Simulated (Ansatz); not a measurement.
# Phonons of Zn-Nb-Zn stack of (111) layers, part 3 of 3

The plan: relax Zn-Nb-Zn stack of (111) layers, check its phonons, and, if the lattice is stable, compute its Eliashberg function and ρ(T).

Ansatz 0.2.0; DFT PBEsol, scalar-relativistic, plane waves, PAW; PAW set soft_1.

So far, highest frequency, solved or plainly interpolated (cm⁻¹): step 4 (phonons: q 2×2×1, k 8×8×1) 193. Also lowest on path (cm⁻¹): step 4 -185.

## 5. Phonons: q 3×3×1, k 9×9×1

An imaginary mode on so few k-points may come from the sampling, so the phonons are repeated with another q and k mesh.

The input, input.yaml:

```yaml
crystal:
  lattice:
    - [2.6455013158, -2.5976e-06, 0.0]
    - [-1.3227484083, 2.2910726441, 0.0]
    - [0.0, 0.0, 33.4018855134]
  atoms:
    - { symbol: Zn, position: [0.0, 0.0, 0.16062744] }
    - { symbol: Nb, position: [0.3333333333, 0.6666666667, 0.2365276654] }
    - { symbol: Zn, position: [0.6666666667, 0.3333333333, 0.3124278908] }
  periodic: [true, true, false]
kpoints:
  mp_grid: { grid: [9, 9, 1] }
hamiltonian:
  xc: pbesol
  pseudopotentials: { kind: paw, azcp: { folder: soft_1 }, xc_functional: pbe }
scf:
  occupations: { method: methfessel_paxton, width: 0.2 }
output:
  eigenvalues: true
phonons:
  method: dfpt
  qmesh: [3, 3, 1]
  temperatures: { t_max: 1000, t_step: 50 }
  qpath:
    path:
      - [0.0, 0.0, 0.0]
      - [0.5, 0.0, 0.0]
      - [0.33333333, 0.33333333, 0.0]
      - [0.0, 0.0, 0.0]
    npoints: 10
```

On the command line:

```console
$ ansatz run input.yaml --threads 8 --pin off --max-ram 20480MiB --backend cpu --events-out ev --progress --plain --runs-dir out
```

Numbers of over 12 decimals in the logs are rounded to 6 here.

The program printed:

```text
[...]
Crystal: 3 atoms, lattice volume = 202.450 Å³
Basis set: ecut = 420 eV, 4029 PW (Γ), exchange–correlation on 36×36×450 points (8 copies of the dense FFT grid, shifted against one another)
Bands: 23, of which v1, the nominal top of the filled ones, is band 19 counted from 1 (18 counted from 0)
Symmetry: 12 space group operations
k-points: 12 of 81 (irreducible under 6 space group operations, time reversal used)
[...]
SCF iter   1: F=—  HF=-11057.699071 eV  |F-HF|=—  |Δ(HF+E_count)|=         —  Δρ=4.06e-2  dr2=1.21e1  ethr=3.10e-3  ⟨swp⟩=17.0  Hψ=2827  notcnv=0
[...]
SCF iter  13: F=-11056.082970 eV  HF=-11056.082970 eV  |F-HF|=5.17e-10  |Δ(HF+E_count)|=   1.51e-9  S|Δr|=    0.00e0  Δρ=2.62e-8  dr2=5.22e-13  ethr=1.00e-12  ⟨swp⟩=9.3  Hψ=1915  notcnv=0
SCF 1 converged in 13 iterations: F = -11056.082970 eV  dr2 = 5.22e-13
[...]
SCF converged after 13 iterations
[...]
Free energy (F): -11056.082970 eV
[...]
Internal energy: -11056.080361 eV  (E = F + TS)
E sigma→0 (E₀):  -11056.082318 eV
Entropy (-TS):   -0.002609 eV (-0.870 meV/atom)
Fermi energy:    -5.142502 eV
[...]
--- Band table (eV; the first three rows and the last of 12) ---
  k-point 0: bands = [... 15 lower, -11.6330, -9.1684, -6.8963, -5.9904, -4.5693, -4.5693, -0.8082, -0.5508]
  k-point 1: bands = [... 15 lower, -11.5537, -8.5865, -6.5066, -5.8474, -5.1017, -4.0087, -1.4696, -0.7671]
  k-point 2: bands = [... 15 lower, -11.1023, -7.7759, -5.8468, -5.6757, -5.0391, -2.4205, -1.9593, -1.2714]
  k-point 11: bands = [... 15 lower, -6.6833, -5.3848, -5.3848, -4.5228, -2.5878, -1.9675, -1.9675, -0.8910]
[...]
ASR residual: 4.281e-5 → 0.000e0 eV/Å²; symmetrization residual: 3.933e-5 eV/Å²
[...]
ASR residual per site (eV/Å²): 1.65e-5 4.28e-5 1.13e-5
  Γ frequencies (cm⁻¹): 0.00 0.00 0.00 55.62 55.62 89.40 89.40 107.43 142.42
--- Phonons (arbitrary-q DFPT): 3 irreducible q on the 3×3×1 mesh ---
[...]
interpolated dispersion: 31 rows × 9 modes
[...]
```

The job ended after 1.8 min (8 threads of Arm Neoverse V1, shared host; peak memory 1.5 GiB; 13 min of CPU time).

This step gave:

```
share of imaginary modes in the plain interpolation between solved wavevectors : 0.1381
highest frequency, solved or plainly interpolated                              : 229.7 cm⁻¹
```

Solved on the 3×3×1 mesh alone; all other wavevectors are interpolated. Phonon branches along the path, in cm⁻¹:

| point | branch 1 | branch 2 | branch 3 | branch 4 | branch 5 | branch 6 | branch 7 | branch 8 | branch 9 |
| --- | --- | --- | --- | --- | --- | --- | --- | --- | --- |
| Γ | 0 | 0 | 0 | 56 | 56 | 89 | 89 | 107 | 142 |
| halfway | -99 | -25 | 85 | 94 | 98 | 108 | 125 | 144 | 167 |
| M | -96 | 52 | 89 | 106 | 117 | 122 | 183 | 189 | 203 |
| halfway | -156 | 95 | 103 | 129 | 135 | 161 | 183 | 184 | 217 |
| K | -201 | 101 | 101 | 160 | 160 | 165 | 168 | 227 | 227 |
| halfway | -74 | 55 | 73 | 103 | 105 | 112 | 136 | 152 | 167 |
| Γ | 0 | 0 | 0 | 56 | 56 | 89 | 89 | 107 | 142 |

The phonon branches as a text plot (rows in cm⁻¹):

```
    221 |                          ************
    203 |               ***********  ***   **
    185 |             ****************       *****
    167 |       **********         **********************
    149 |*******  **  **          * *****  *******  **   ********
    131 |       ******      *********          **********
    113 |**************************               ***************
     95 |********************************************************
     77 |   ********  **       *                  **************
     59 |*******            ***                   ****     ******
     41 |   **      **    **
     23 | **          **                                     ***
      5 |*                                                      *
    -13 | **                                                 ***
    -31 |   **    **                                  ***  *****
    -49 |   ******      **                               ****
    -67 |     **      ****                        ****
    -85 |       **  **    **                          *****
   -103 |         **        ****
   -121 |                       **             ***
   -139 |                         *
   -156 |                          *
   -174 |                           *        **
   -192 |                            ********
         Γ                   M           K                      Γ
```

Lowest modes at the softest wavevector of the mesh. The modes at q = (-0.333, -0.333, 0.000) (shares of kinetic energy by element, %) (negative means imaginary):

| mode | frequency (cm⁻¹) | Zn % | Nb % |
| --- | --- | --- | --- |
| 1 | -201.4 | 2 | 98 |
| 2 | 101.0 | 99 | 1 |
| 3 | 101.0 | 99 | 1 |
| 4 | 160.3 | 97 | 3 |
| 5 | 160.3 | 97 | 3 |
| 6 | 165.0 | 100 | 0 |

Displacements in mode 1 (-201.4 cm⁻¹), the largest set to 1, in the home cell (x, y, z of the real part, then of the imaginary part):
```
Zn1  0.00 -0.08  0.00 -0.08  0.00  0.00
Nb2  0.00  0.00 -1.00  0.00  0.00  0.00
Zn3 -0.07  0.04  0.00 -0.04 -0.07  0.00
```

Displacements in mode 6 (165.0 cm⁻¹), the largest set to 1, in the home cell (x, y, z of the real part, then of the imaginary part):
```
Zn1  1.00  0.00  0.00  0.00 -1.00  0.00
Nb2  0.00  0.00  0.00  0.00  0.00  0.00
Zn3 -0.50 -0.87  0.00  0.87 -0.50  0.00
```

The modes has structure finer than the step of the table below, so its rows give means over 20 cm⁻¹, whole bins alone (the curve runs from -211 to 246 cm⁻¹). Peaks (cm⁻¹: height): Nb -93.3: 0.0189, -44.4: 0.0151, 50.6: 0.0087, 85.1: 0.0171, 168.6: 0.0154, 197.4: 0.013, 211.8: 0.0117; Zn 102.4: 0.111, 180.1: 0.0556.

Phonopy on the run's constants, 21x21x1 mesh, Gaussian sigma 3.3 cm⁻¹. The modes by wavenumber; means over each step; values in 1/cm⁻¹/cell:

| wavenumber (cm⁻¹) | Nb | Zn |
| --- | --- | --- |
| -200 | 0.00157 | 3.4e-5 |
| -180 | 0.00278 | 7.1e-5 |
| -160 | 0.00353 | 1.2e-4 |
| -140 | 0.00290 | 1.2e-4 |
| -120 | 0.00399 | 2.1e-4 |
| -100 | 0.0102 | 5.9e-4 |
| -80 | 0.0131 | 9.9e-4 |
| -60 | 0.00549 | 6.7e-4 |
| -40 | 0.00893 | 0.00291 |
| -20 | 0.00238 | 0.00127 |
| 0 | 0.00144 | 9.7e-4 |
| 20 | 0.00445 | 0.00162 |
| 40 | 0.00508 | 0.00294 |
| 60 | 0.00506 | 0.00736 |
| 80 | 0.0124 | 0.0343 |
| 100 | 0.00710 | 0.0818 |
| 120 | 0.00694 | 0.0535 |
| 140 | 0.00871 | 0.0287 |
| 160 | 0.0134 | 0.0266 |
| 180 | 0.0109 | 0.0469 |
| 200 | 0.0103 | 0.00766 |
| 220 | 0.00840 | 7.1e-4 |

No LO-TO term; unit eigenvectors of the mass-weighted matrix. Modes at Γ, with each element's share of the kinetic energy:

| mode | frequency (cm⁻¹) | symmetry | Zn % | Nb % |
| --- | --- | --- | --- | --- |
| 1 | 0.0 | unnamed | 58 | 42 |
| 2 | 0.0 | unnamed | 58 | 42 |
| 3 | 0.0 | unnamed | 58 | 42 |
| 4 | 55.6 | Eg | 100 | 0 |
| 5 | 55.6 | Eg | 100 | 0 |
| 6 | 89.4 | Eu | 42 | 58 |
| 7 | 89.4 | Eu | 42 | 58 |
| 8 | 107.4 | A1g | 100 | 0 |
| 9 | 142.4 | A2u | 42 | 58 |

Displacements in mode 4 (55.6 cm⁻¹), the largest set to 1:
```
Zn1 -0.23 -1.00  0.00
Nb2  0.00  0.00  0.00
Zn3  0.23  1.00  0.00
```

Displacements in mode 6 (89.4 cm⁻¹), the largest set to 1:
```
Zn1 -0.38 -0.71  0.00
Nb2  0.54  1.00  0.00
Zn3 -0.38 -0.71  0.00
```

Among the solved wavevectors the lowest mode, translations apart, is -201 cm⁻¹, imaginary.

## 6. Outcome

- phonon run of the rows without a label of their own: PBEsol, q 3×3×1, k 9×9×1
- softest mode on the q mesh: -201 cm⁻¹ at q = (-0.333, -0.333, 0)
- highest frequency, solved or plainly interpolated: 230 cm⁻¹

In words: The lattice is dynamically unstable at this level: a mode at q = (-0.333, -0.333, 0) is imaginary, 201i cm⁻¹, so no harmonic coupling constant or resistivity is defined for this structure. These meshes are coarse, and single modes of a metal can move by tens of cm⁻¹ with the k mesh. The coarser mesh found an imaginary mode at another wavevector, which this mesh lacks. The PAW files were made for PBE; under other functionals the run regenerates their frozen core. The structure was built by hand as an ordered model, and its stability against other phases was not tested.

[Logs are printed without paths, hosts, clocks, repeated set-up lines and the standing remarks that a program may print on its own settings, such as how far it seeks lower states.]

[Hosts, paths, dates, database ids (printed as entryN), source tags and the programs' standing remarks are cut or masked in the printed files.]
